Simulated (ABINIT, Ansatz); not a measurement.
### How the form of the self-energy moves the gap of K2LiAlF6 (Fm-3m)

Symmetry: Fm-3m, No. 225, cubic system. The conventional cell has a = 7.842 Å, b = 7.842 Å, c = 7.842 Å, α = 90.00°, β = 90.00°, γ = 90.00°. Nearest to K lie 12 F at 2.78 Å. Li has 6 F at 2.11 Å nearest. Nearest to Al lie 6 F at 1.81 Å. F has 1 Al at 1.81 Å and 1 Li at 2.11 Å and 4 K at 2.78 Å nearest. Farther neighbours, and contacts between anions beyond the nearest, are not listed.

```
K Li Al F
1.0
     0.00000    3.92100    3.92100
     3.92100    0.00000    3.92100
     3.92100    3.92100    0.00000
K Li Al F
2 1 1 6
Direct
  0.25000 0.25000 0.25000
  0.75000 0.75000 0.75000
  0.50000 0.50000 0.50000
  0.00000 0.00000 0.00000
  0.76890 0.23110 0.23110
  0.23110 0.76890 0.23110
  0.23110 0.76890 0.76890
  0.76890 0.23110 0.76890
  0.23110 0.23110 0.76890
  0.76890 0.76890 0.23110
```

```
method                             : RPA screening on LDA, plane waves, norm-conserving pseudopotentials (and 4 further levels or steps)
program                            : ABINIT 10.8.3
settings                           : cutoff 36 Ha, PseudoDojo scalar-relativistic 0.4.1 standard, norm-conserving, ngkpt (2, 2, 2), nband 112, ecuteps 4.2 Ha, gwcalctyp 2, nfreqre 16, nfreqim 8, inclvkb 2, freqremax 40 eV, spmeth 1, nomegasf 120, shiftk (0, 0, 0), symchi 1, awtr 1, frequency cd, 2×2×2 k-mesh
cost                               : 9 runs, 6.5 min in all on 4 MPI ranks of Arm Neoverse N1, shared host
notes                              : The program’s warnings: Min real frequency set to default [Ha] = and nproc spkpt=  >= nkpt= * nsppol=. The cell and positions come from the Crystallography Open Database and are kept as given unless a step says otherwise. Static COHSEX lies above G0W0: it lacks the factor Z and overstates the Coulomb hole of the filled states. The 2×2×2 mesh is coarse for this cell, which bears on the long-range parts of exchange and screening.
G0W0, Godby-Needs plasmon pole     : 11.929 eV
G0W0, Hybertsen-Louie plasmon pole : 12.638 eV
G0W0, Engel-Farid plasmon pole     : 11.906 eV
one-shot COHSEX                    : 13.182 eV
one-shot Hartree-Fock              : 20.279 eV
G0W0, contour deformation          : 11.910 eV
known limits                       : short of the basis limit; coarse k mesh
```

G0W0, Hybertsen-Louie plasmon pole: +0.709 eV against G0W0, Godby-Needs plasmon pole. G0W0, Engel-Farid plasmon pole: −0.023 eV against G0W0, Godby-Needs plasmon pole.

[Long decimals in the printed logs are rounded to 6 places.]

[Logs are printed without paths, hosts, clocks, repeated set-up lines and the standing remarks that a program may print on its own settings, such as how far it seeks lower states.]

[Paths, hosts, dates, memory and timing lines, banners, echoed tables and standing remarks are left out of the program output; an Ansatz launch command may be rebuilt from the run's recorded settings. Measured values are a selection of at most five: reports struck by readers or far from the other reports are left out. None is set beside runs whose start may be inverted or whose files or cutoffs have a known fault.]

[Runs of the session that timed out or met a known fault of the program may be left out.]

[Hosts, paths, dates, database ids (printed as entryN), source tags and the programs' standing remarks are cut or masked in the printed files.]

[G0W0 gaps are taken among the corrected bands and points alone; a level outside them can change the order at an edge.]

[Where Ansatz stands beside ABINIT at settings called matched, ABINIT's density can come from a denser mesh and the files from another edition; pairs whose starting gaps differed by over 0.03 eV were left out, so agreement reads better than it is.]
